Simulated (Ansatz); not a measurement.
## AgGeI3: relaxing a made-up structure

This structure for AgGeI3 is made up. Its elements were placed in a known structure type with a cell scaled to their sizes. What cell does the guess relax to, and how far off was it?

Method: DFT, r2SCAN, plane-wave PAW, files of the set soft_1, scalar-relativistic, no spin, cell and ions relaxed at zero pressure; PAW set soft_1, in the first sound run; inputs show where later runs differ, in Ansatz 0.2.0.

### Step 1. Starting point

Symmetry: R3m, No. 160, trigonal system. The conventional cell has a = 8.045 Å, b = 8.045 Å, c = 10.238 Å, α = 90.00°, β = 90.00°, γ = 120.00°. Nearest to I lie 2 Ge at 2.61 to 3.17 Å. Nearest to Ag lie 12 I at 4.02 to 4.13 Å. Nearest to Ge lie 6 I at 2.61 to 3.17 Å. Farther neighbours and most contacts between anions are not listed.

### Step 2. Relaxation of the guess

The guessed cell has no reason to be at equilibrium. It is relaxed with the atoms, within the space group of the guess.

File input.yaml:

```yaml
crystal:
  lattice:
    - [4.0225, 2.322391458, 3.412666667]
    - [-4.0225, 2.322391458, 3.412666667]
    - [0.0, -4.644782916, 3.412666667]
  atoms:
    - { symbol: I, position: [0.502300005, 0.02240001, 0.502300005] }
    - { symbol: I, position: [0.502300005, 0.502300005, 0.02240001] }
    - { symbol: I, position: [0.02240001, 0.502300005, 0.502300005] }
    - { symbol: Ag, position: [0.00253334, 0.00253334, 0.00253334] }
    - { symbol: Ge, position: [0.47513334, 0.47513334, 0.47513334] }
kpoints:
  mp_grid: { grid: [5, 5, 5] }
scf:
  occupations: { method: fermi_dirac, width: 0.05 }
hamiltonian:
  xc: r2scan
  pseudopotentials: { kind: paw, azcp: { folder: soft_1 } }
relax:
  f_tol: 0.015
  max_steps: 70
  cell: {}
output:
  forces: true
  stress: true
```

The run is started by

```bash
$ ansatz run input.yaml --threads 4 --pin off --max-ram 8192MiB --backend cpu --events-out ev --progress --plain --runs-dir out
```

Numbers of over 12 decimals in the logs are rounded to 6 here.

Output:

```text
Engine: ansatz 0.2.0, x86_64-unknown-linux-gnu
Pseudopotentials: kind: paw
Pseudopotential: I, paw, valence charge 17, recommended cutoff 500 eV (meta_gga), soft_1/I.paw.azcp
Pseudopotential: Ag, paw, valence charge 19, recommended cutoff 500 eV (meta_gga), soft_1/Ag.paw.azcp
Pseudopotential: Ge, paw, valence charge 14, recommended cutoff 500 eV (meta_gga), soft_1/Ge.paw.azcp
Functional definition: r2SCAN
  parameter k0 = 0.174
  parameter k1 = 0.065
  parameter a1 = 4.9479
  exchange = r2scan_x(k0 = k0, k1 = k1, a1 = a1)
  correlation = r2scan_c
Crystal: 5 atoms, lattice volume = 191.283 Å³
Basis set: ecut = 500 eV, 4867 PW (Γ), exchange–correlation on 180×180×180 points (64 copies of the dense FFT grid, shifted against one another)
Bands: 51, of which v1, the nominal top of the filled ones, is band 42 counted from 1 (41 counted from 0)
Symmetry: 6 space group operations
Space group: R3m (ITA 160), of the structure as read, at distance tolerance 5.8e-5 Å
k-points: 19 of 125 (time reversal used)
Non-local potential: I, projectors of the file, l = 0: 2, l = 1: 2, l = 2: 2, l = 3: 1
Non-local potential: Ag, projectors of the file, l = 0: 3, l = 1: 2, l = 2: 2, l = 3: 1
Non-local potential: Ge, projectors of the file, l = 0: 2, l = 1: 2, l = 2: 3, l = 3: 1
PAW form: soft (Blöchl's): semilocal exchange-correlation on the pseudo side does not see the compensation charge
PAW frozen core: I, regenerated for the run's functional (the file was generated under x = pbe(κ = 0.804, μ = 0.219515), c = pbe(β = 0.066725))
PAW frozen core: Ag, regenerated for the run's functional (the file was generated under x = pbe(κ = 0.804, μ = 0.219515), c = pbe(β = 0.066725))
PAW frozen core: Ge, regenerated for the run's functional (the file was generated under x = pbe(κ = 0.804, μ = 0.219515), c = pbe(β = 0.066725))
PAW one-centre angular grid: I, 590 points (default); XC on 160 Gauss nodes
PAW one-centre angular grid: Ag, 590 points (default); XC on 160 Gauss nodes
PAW one-centre angular grid: Ge, 590 points (default); XC on 160 Gauss nodes
Initial density: superposition of atomic densities (chi_scale 0.1, normalization cell, long waves kept (reshape's long-wave potential 0.03 eV rms))
Initial wavefunctions: pseudopotential atomic-orbital guess
Functional: x = r2scan, c = r2scan; τ floored in thin density (d = 2e-4 eV/Å³)
SCF iter   1: F=—  HF=-34492.146984 eV  |F-HF|=—  |Δ(HF+E_count)|=         —  Δρ=4.52e-2  dr2=5.31e0  dr2_τ=4.80e-2  ethr=3.10e-3  ⟨swp⟩=7.4  Hψ=3952  notcnv=0  defer=7
preconditioner: auto → Resta (q_TF=auto, 2.379 Å⁻¹)  ε∞=3.6  [insulator: Δε(μ)=0.139 eV  Ē_g=9.951 eV  σ=0.050 eV  W_gap=0.58  n_scr=32 (ndim 8)  ℏωp=16.1 eV  f_vac=0.099  D(μ)=0.92/eV (n_scr^D=0)  ε∞_Penn≈3.6]
SCF iter   2: F=—  HF=-34490.578059 eV  |F-HF|=—  |Δ(HF+E_count)|=    1.57e0  Δρ=1.28e-2  dr2=2.94e-1  dr2_τ=4.48e-2  ethr=3.10e-3  ⟨swp⟩=3.6  Hψ=2181  notcnv=0  defer=45
SCF iter   3: F=—  HF=-34490.590502 eV  |F-HF|=—  |Δ(HF+E_count)|=   1.24e-2  Δρ=5.82e-3  dr2=4.89e-2  dr2_τ=1.11e-3  ethr=3.50e-4  ⟨swp⟩=3.3  Hψ=1542  notcnv=0  defer=27
automatic band count: iteration 3 solves 49 bands in place of 51: the levels show a gap, and the empty bands left out lie too high to hold charge; the band table lists the bands solved (type scf.n_extra_bands for more)
SCF iter   4: F=—  HF=-34490.617143 eV  |F-HF|=—  |Δ(HF+E_count)|=   2.66e-2  Δρ=1.46e-3  dr2=4.14e-3  dr2_τ=1.47e-4  ethr=5.82e-5  ⟨swp⟩=2.9  Hψ=1600  notcnv=0  defer=18
automatic band count: iteration 4 solves 48 bands in place of 49: the levels show a gap, and the empty bands left out lie too high to hold charge; the band table lists the bands solved (type scf.n_extra_bands for more)
SCF iter   5: F=—  HF=-34490.618590 eV  |F-HF|=—  |Δ(HF+E_count)|=   1.45e-3  Δρ=3.84e-4  dr2=4.71e-4  dr2_τ=1.09e-5  ethr=4.93e-6  ⟨swp⟩=2.0  Hψ=1331  notcnv=0  defer=18
SCF iter   6: F=—  HF=-34490.618485 eV  |F-HF|=—  |Δ(HF+E_count)|=   1.05e-4  Δρ=1.74e-4  dr2=5.02e-5  dr2_τ=2.09e-6  ethr=5.61e-7  ⟨swp⟩=2.0  Hψ=1334  notcnv=0  defer=18
SCF iter   7: F=—  HF=-34490.618464 eV  |F-HF|=—  |Δ(HF+E_count)|=   2.03e-5  Δρ=5.03e-5  dr2=5.97e-6  dr2_τ=1.26e-7  ethr=5.98e-8  ⟨swp⟩=2.0  Hψ=1678  notcnv=0  defer=18
SCF iter   8: F=—  HF=-34490.618467 eV  |F-HF|=—  |Δ(HF+E_count)|=   2.99e-6  Δρ=9.46e-6  dr2=2.74e-7  dr2_τ=6.05e-9  ethr=7.10e-9  ⟨swp⟩=3.0  Hψ=1783  notcnv=0  defer=18
SCF iter   9: F=-34490.618468 eV  HF=-34490.618468 eV  |F-HF|=1.20e-8  |Δ(HF+E_count)|=   1.95e-7  Δρ=2.75e-6  dr2=2.97e-8  dr2_τ=5.74e-10  ethr=1.19e-10  ⟨swp⟩=5.0  Hψ=3281  notcnv=0
SCF 1 converged in 9 iterations: F = -34490.618468 eV  dr2 = 2.97e-8
  greatest PAW one-centre occupation: 1.002 electrons in one spin orbital (limit 2), on the Ag atom at site 3 (counted from 0), in its partial waves of l = 0
relax step   1: F+E_penalty+E_count = -34490.61846768 eV  Δ(F+E_penalty+E_count) = +0.000e0 eV  max|allowed force component| = 8.465e-1 eV/Å  Δτ_max = 0.0000 Å  P = +1.305 GPa  Ω = 191.283 Å³  (9 SCF iters, dr2 threshold 1.00e-7 eV, accepted)
Crystal: 5 atoms, lattice volume = 192.052 Å³
Basis set: ecut = 500 eV, 4903 PW (Γ), exchange–correlation on 180×180×180 points (64 copies of the dense FFT grid, shifted against one another)
Initial density: handed on by an earlier stage of this run
Initial wavefunctions: those handed on with the density
iter 1 solved again at ethr=2.40e-4 eV; its pass at ethr=3.10e-3 eV (dr2=2.02e-1 eV) is discarded
SCF iter   1: F=—  HF=-34490.041961 eV  |F-HF|=—  |Δ(HF+E_count)|=         —  Δρ=9.38e-3  dr2=2.05e-1  dr2_τ=9.83e-1  ethr=2.40e-4  ⟨swp⟩=2.1  Hψ=4763  notcnv=0
automatic band count: iteration 1 solves 48 bands in place of 51: the levels show a gap, and the empty bands left out lie too high to hold charge; the band table lists the bands solved (type scf.n_extra_bands for more)
preconditioner: auto → Kerker (q_TF=auto, 2.377 Å⁻¹)  [metal: Δε(μ)=0.056 eV  Ē_g=8.364 eV  σ=0.050 eV  W_gap=0.26  n_scr=32 (ndim 8)  ℏωp=16.1 eV  f_vac=0.118  D(μ)=0.94/eV (n_scr^D=0)]
SCF iter   2: F=—  HF=-34490.732578 eV  |F-HF|=—  |Δ(HF+E_count)|=   6.91e-1  Δρ=5.26e-3  dr2=7.83e-2  dr2_τ=6.27e-4  ethr=2.40e-4  ⟨swp⟩=7.5  Hψ=3313  notcnv=0  defer=41
automatic band count: iteration 2 solves 51 bands in place of 48: the levels no longer show a gap clear of their residuals, so the SCF keeps every band
preconditioner: auto → Resta (q_TF=auto, 2.377 Å⁻¹)  ε∞=3.9  [insulator: Δε(μ)=0.146 eV  Ē_g=9.410 eV  σ=0.050 eV  W_gap=0.59  n_scr=32 (ndim 8)  ℏωp=16.1 eV  f_vac=0.118  D(μ)=0.64/eV (n_scr^D=0)  ε∞_Penn≈3.9]
[...]
relax step  15: F+E_penalty+E_count = -34492.05127706 eV  Δ(F+E_penalty+E_count) = -1.984e-2 eV  max|allowed force component| = 9.124e-2 eV/Å  Δτ_max = 0.1950 Å  P = -0.105 GPa  Ω = 251.713 Å³  energy of the carried Pulay correction = -6.319e-3 eV  (7 SCF iters, dr2 threshold 5.00e-7 eV, accepted)
relax step  16: F+E_penalty+E_count = -34492.05452112 eV  Δ(F+E_penalty+E_count) = -3.244e-3 eV  max|allowed force component| = 3.256e-2 eV/Å  Δτ_max = 0.0358 Å  P = +0.008 GPa  Ω = 252.080 Å³  energy of the carried Pulay correction = -6.352e-3 eV  (7 SCF iters, dr2 threshold 5.00e-7 eV, accepted)
relax step  17: F+E_penalty+E_count = -34492.05608860 eV  Δ(F+E_penalty+E_count) = -1.567e-3 eV  max|allowed force component| = 3.393e-2 eV/Å  Δτ_max = 0.0595 Å  P = -0.021 GPa  Ω = 253.958 Å³  energy of the carried Pulay correction = -6.521e-3 eV  (7 SCF iters, dr2 threshold 6.62e-8 eV, accepted)
relax step  18: F+E_penalty+E_count = -34492.05890621 eV  Δ(F+E_penalty+E_count) = -2.818e-3 eV  max|allowed force component| = 8.507e-2 eV/Å  Δτ_max = 0.1325 Å  P = -0.070 GPa  Ω = 257.482 Å³  energy of the carried Pulay correction = -6.835e-3 eV  (8 SCF iters, dr2 threshold 7.19e-8 eV, accepted)
relax step  19: F+E_penalty+E_count = -34492.05345913 eV  Δ(F+E_penalty+E_count) = +5.447e-3 eV  max|allowed force component| = 2.243e-1 eV/Å  Δτ_max = 0.1414 Å  P = -0.016 GPa  Ω = 259.832 Å³  energy of the carried Pulay correction = -7.041e-3 eV  (7 SCF iters, dr2 threshold 4.52e-7 eV, rejected (line search))
relax step  20: F+E_penalty+E_count = -34492.06385187 eV  Δ(F+E_penalty+E_count) = -4.946e-3 eV  max|allowed force component| = 3.466e-2 eV/Å  Δτ_max = 0.0605 Å  P = +0.100 GPa  Ω = 256.569 Å³  energy of the carried Pulay correction = -6.754e-3 eV  (12 SCF iters, accepted)
relax step  21: F+E_penalty+E_count = -34492.06475724 eV  Δ(F+E_penalty+E_count) = -9.054e-4 eV  max|allowed force component| = 4.373e-3 eV/Å  Δτ_max = 0.0222 Å  P = +0.008 GPa  Ω = 258.494 Å³  energy of the carried Pulay correction = -6.924e-3 eV  (7 SCF iters, dr2 threshold 7.51e-8 eV, accepted)
Basis set: ecut = 500 eV, 6579 PW (Γ), exchange–correlation on 192×192×192 points (64 copies of the dense FFT grid, shifted against one another)
Initial wavefunctions: pseudopotential atomic-orbital guess (no wavefunctions were taken with the density)
iter 1 solved again at ethr=6.28e-7 eV; its pass at ethr=3.10e-3 eV (dr2=5.27e-4 eV) is discarded
SCF iter   1: F=—  HF=-34492.041790 eV  |F-HF|=—  |Δ(HF+E_count)|=         —  Δρ=1.14e-3  dr2=1.53e-4  dr2_τ=2.32e-4  ethr=6.28e-7  ⟨swp⟩=3.9  Hψ=7047  notcnv=0
preconditioner: auto → Resta (q_TF=auto, 2.262 Å⁻¹)  ε∞=3.0  [insulator: Δε(μ)=1.195 eV  Ē_g=9.759 eV  σ=0.050 eV  W_gap=1.00  n_scr=56 (ndim 8)  ℏωp=13.9 eV  f_vac=0.367  D(μ)=0.00/eV (n_scr^D=0)  ε∞_Penn≈3.0  vacuum switching on, ρ_ref=6.9e-3 e/Å³]
SCF iter   2: F=—  HF=-34492.048386 eV  |F-HF|=—  |Δ(HF+E_count)|=   6.60e-3  Δρ=5.71e-4  dr2=3.92e-5  dr2_τ=3.49e-4  ethr=1.83e-7  ⟨swp⟩=3.0  Hψ=2409  notcnv=0
SCF iter   3: F=—  HF=-34492.072174 eV  |F-HF|=—  |Δ(HF+E_count)|=   2.38e-2  Δρ=1.88e-4  dr2=6.81e-6  dr2_τ=3.49e-5  ethr=4.67e-8  ⟨swp⟩=4.0  Hψ=2251  notcnv=0
SCF iter   4: F=—  HF=-34492.075712 eV  |F-HF|=—  |Δ(HF+E_count)|=   3.54e-3  Δρ=4.34e-5  dr2=1.73e-6  dr2_τ=1.55e-6  ethr=8.11e-9  ⟨swp⟩=3.0  Hψ=2032  notcnv=0
SCF iter   5: F=—  HF=-34492.075820 eV  |F-HF|=—  |Δ(HF+E_count)|=   1.08e-4  Δρ=1.57e-5  dr2=7.34e-7  dr2_τ=7.32e-8  ethr=2.06e-9  ⟨swp⟩=2.0  Hψ=1767  notcnv=0
SCF iter   6: F=—  HF=-34492.075823 eV  |F-HF|=—  |Δ(HF+E_count)|=   2.96e-6  Δρ=3.17e-6  dr2=6.08e-8  dr2_τ=1.44e-9  ethr=8.73e-10  ⟨swp⟩=2.0  Hψ=1748  notcnv=0
SCF iter   7: F=—  HF=-34492.075823 eV  |F-HF|=—  |Δ(HF+E_count)|=   1.54e-7  Δρ=1.56e-6  dr2=9.62e-9  dr2_τ=2.34e-10  ethr=7.24e-11  ⟨swp⟩=2.0  Hψ=1406  notcnv=0
SCF iter   8: F=—  HF=-34492.075823 eV  |F-HF|=—  |Δ(HF+E_count)|=   2.24e-8  Δρ=5.88e-7  dr2=1.07e-9  dr2_τ=4.75e-11  ethr=1.14e-11  ⟨swp⟩=2.0  Hψ=1406  notcnv=0
SCF iter   9: F=-34492.075823 eV  HF=-34492.075823 eV  |F-HF|=2.18e-11  |Δ(HF+E_count)|=   4.45e-9  Δρ=8.89e-8  dr2=3.95e-11  dr2_τ=6.59e-13  ethr=1.00e-12  ⟨swp⟩=5.0  Hψ=4330  notcnv=0
SCF 22 converged in 9 iterations: F = -34492.075823 eV  dr2 = 3.95e-11
  greatest PAW one-centre occupation: 1.003 electrons in one spin orbital (limit 2), on the Ag atom at site 3 (counted from 0), in its partial waves of l = 0
relax step  22: F+E_penalty+E_count = -34492.07582343 eV  Δ(F+E_penalty+E_count) = -1.107e-2 eV  max|allowed force component| = 4.801e-3 eV/Å  Δτ_max = 0.0000 Å  P = +0.015 GPa  Ω = 258.494 Å³  stress off target by 1.80e-2 GPa  SCF on the basis re-selected at this cell (its energy is not comparable with the rows above)  (9 SCF iters)
basis re-selected at this cell: Δ(F+E_penalty+E_count) = -1.107e-2 eV, ΔP = +0.007 GPa vs the last step (what re-selecting the basis moved, of the pressure what is left beyond the Pulay correction that the steps carried, after the strain that the cell walked since its last selection, with what the two solves' SCF thresholds leave and, on support functions, any second-order correction that the steps lacked; it is no measure of the basis error at this ecutwfc). The dense FFT grid was sized anew with the basis: this SCF ran on 48×48×48 points, the steps before it on 45×45×45, so part of this shift can come from that change (see relax.cell in the input reference). [rest of the remark cut]
SCF converged after 9 iterations
Free energy (F): -34492.075823 eV
Harris-Foulkes:  -34492.075823 eV  (|F-HF|=2.18e-11)
Internal energy: -34492.075823 eV  (E = F + TS)
E sigma→0 (E₀):  -34492.075823 eV
Entropy (-TS):   -0.000001 eV (-0.000 meV/atom)
Fermi energy:    2.434454 eV
--- Per-component energies (eV) ---
  E_band       = -2124.250494
  E_kinetic    = 1034.767300
  E_local      = -16495.443360  (includes V_loc(G=0)·N_el)
  E_nonlocal   = 592.242373
  E_hartree    = 7591.974203
  E_xc         = -518.031562
  E_vxc        = -644.523620  (∫ρ·V_xc dr)
  E_paw        = -20414.859564  (= ΣΔE_a)
  E_vpaw       = -1836.228406  (= ΣTr[D̂ρ^β])
  E_aug_tail   = -0.001906  (compensation charges beyond the density's cutoff)
  E_vtau       = 40.989292  (kinetic-family band-sum trace: ∫τ·v_τ [+ j·A + Jᵃ·Aᵃ] dr)
  E_ewald      = -6281.347512
  E_core_change = -1.375795  (= ΣΔE_core)
  E_smearing   = -0.000001  (= −TS)
  E_closure    = -0.000000  (closes the sum)
  Σ components = -34492.075823   (vs F -34492.075823, Δ=0.00e0)
--- Forces (eV/Å), atoms counted from 1 ---
  atom   1  I     -0.00415754     0.00240036     0.00047147
  atom   2  I      0.00000000    -0.00480071     0.00047147
  atom   3  I      0.00415754     0.00240036     0.00047147
  atom   4  Ag     0.00000000     0.00000000     0.00293623
  atom   5  Ge    -0.00000000     0.00000000    -0.00435066
  max |Σ_I F_I| component: 1.58e-8 eV/Å
--- Stress (GPa, compression-positive) ---
        0.018005       0.000000      -0.000000
        0.000000       0.018005      -0.000000
       -0.000000      -0.000000       0.009660
  P = ⅓ Tr σ = 0.0152 GPa (0.152 kbar)
--- Relaxed structure (21 steps of the walk, 20 accepted, 1 SCFs on fresh bases) ---
  F+E_penalty+E_count = -34492.07582343 eV   max|allowed force component| = 4.801e-3 eV/Å   (the final SCF, on the basis selected at the relaxed cell)
  cell:  # Å, volume = 258.4938 Å³
    - [4.402694, 2.541896, 3.849662]
    - [-4.402694, 2.541896, 3.849662]
    - [0, -5.083793, 3.849662]
  atoms:
    - { symbol: I, position: [0.554755, 0.100085, 0.554755] }
    - { symbol: I, position: [0.554755, 0.554755, 0.100085] }
    - { symbol: I, position: [0.100085, 0.554755, 0.554755] }
    - { symbol: Ag, position: [-0.232191, -0.232191, -0.232191] }
    - { symbol: Ge, position: [0.527263, 0.527263, 0.527263] }
```

Elapsed: 63 s, on 4 threads of AMD EPYC 9R45 (Zen 5), shared host; peak memory 1.2 GiB; 3.7 min of CPU time.

Step by step:

| step | energy less that of the first step (eV) | largest force component (eV/Å) | pressure (GPa) | volume (Å³) |
| --- | --- | --- | --- | --- |
| 1 | 0.0000 | 0.8465 | 1.31 | 191.28 |
| 2 | -0.1061 | 0.2185 | 0.01 | 192.05 |
| 3 | -0.1564 | 0.1120 | 0.06 | 190.46 |
| 4 | -0.1630 | 0.1519 | 0.03 | 190.52 |
| 5 | -0.1742 | 0.2122 | 0.03 | 190.30 |
| 6 | -0.2634 | 0.4720 | 0.02 | 190.20 |
| 7 | -0.4136 | 0.6967 | 0.10 | 190.55 |
| 8 | -0.6049 | 0.8102 | 0.30 | 191.25 |
| 9 | -0.8061 | 0.7600 | 0.61 | 192.53 |
| 10 | -0.9880 | 0.5664 | 0.80 | 196.07 |
| 11 | -1.1420 | 0.3459 | 0.71 | 202.53 |
| 12 | -1.2899 | 0.3371 | -0.01 | 218.76 |
| 13 | -1.3601 | 0.1730 | 0.60 | 223.34 |
| 14 | -1.4130 | 0.0989 | 0.17 | 235.51 |
| 15 | -1.4328 | 0.0912 | -0.10 | 251.71 |
| 16 | -1.4361 | 0.0326 | 0.01 | 252.08 |
| 17 | -1.4376 | 0.0339 | -0.02 | 253.96 |
| 18 | -1.4404 | 0.0851 | -0.07 | 257.48 |
| 19 | -1.4350 | 0.2243 | -0.02 | 259.83 |
| 20 | -1.4454 | 0.0347 | 0.10 | 256.57 |
| 21 | -1.4463 | 0.0044 | 0.01 | 258.49 |
| 22* | -1.4574 | 0.0048 | 0.02 | 258.49 |

Relaxation steps marked * repeat the geometry before them on a plane-wave basis chosen anew for their cell, so energy and pressure can jump there. Relaxation step 19 was tried and not accepted.

The run keeps the 6 symmetry operations that it works with, so distortions that break them were not tested.

| cell as run | before | after | change |
| --- | --- | --- | --- |
| a (Å) | 5.764 | 6.377 | +10.6 % |
| b (Å) | 5.764 | 6.377 | +10.6 % |
| c (Å) | 5.764 | 6.377 | +10.6 % |
| α (°) | 88.52 | 87.33 | -1.3 % |
| β (°) | 88.52 | 87.33 | -1.3 % |
| γ (°) | 88.52 | 87.33 | -1.3 % |
| volume (Å³/atom) | 38.26 | 51.70 | +35.1 % |

The atoms that moved most (Å, as changes of fractional coordinates times the final cell):

| atom | dx | dy | dz | length |
| --- | --- | --- | --- | --- |
| Ag4 | 0.000 | 0.000 | -2.711 | 2.711 |
| I2 | 0.000 | -0.128 | 0.703 | 0.715 |
| I1 | -0.111 | 0.064 | 0.703 | 0.715 |
| I3 | 0.111 | 0.064 | 0.703 | 0.715 |
| Ge5 | 0.000 | 0.000 | 0.602 | 0.602 |

The relaxed structure:

```xyz
5
Lattice="4.4027 2.5419 3.8497 -4.4027 2.5419 3.8497 0.0000 -5.0838 3.8497" Properties=species:S:1:pos:R:3 pbc="T T T"
I     2.0018   -1.1557    4.6565
I     0.0000    2.3114    4.6565
I    -2.0018   -1.1557    4.6565
Ag    0.0000    0.0000   -2.6816
Ge    0.0000    0.0000    6.0894
```

This step gave:

- free energy: -34492.0758 eV
- Fermi energy: 2.434 eV
- gap by band count: 1.195 eV
- electrons: 84
- symmetry operations: 6
- pressure: 0.01522 GPa

Shortest distances by pair of elements, guess and relaxed (not always the same contact):

| pair | guess (Å) | relaxed (Å) |
| --- | --- | --- |
| Ge–I | 2.611 | 2.720 |
| Ag–Ge | 4.838 | 2.778 |
| Ag–I | 4.024 | 2.796 |
| I–I | 3.861 | 4.004 |

The relaxation ends with a largest force component of 0.0048 eV/Å and a pressure of 0.02 GPa.

(Continued in part 2 of 2.)

[Logs are printed without paths, hosts, clocks, repeated set-up lines and the standing remarks that a program may print on its own settings, such as how far it seeks lower states.]

[Hosts, paths, dates, database ids (printed as entryN), source tags and the programs' standing remarks are cut or masked in the printed files.]
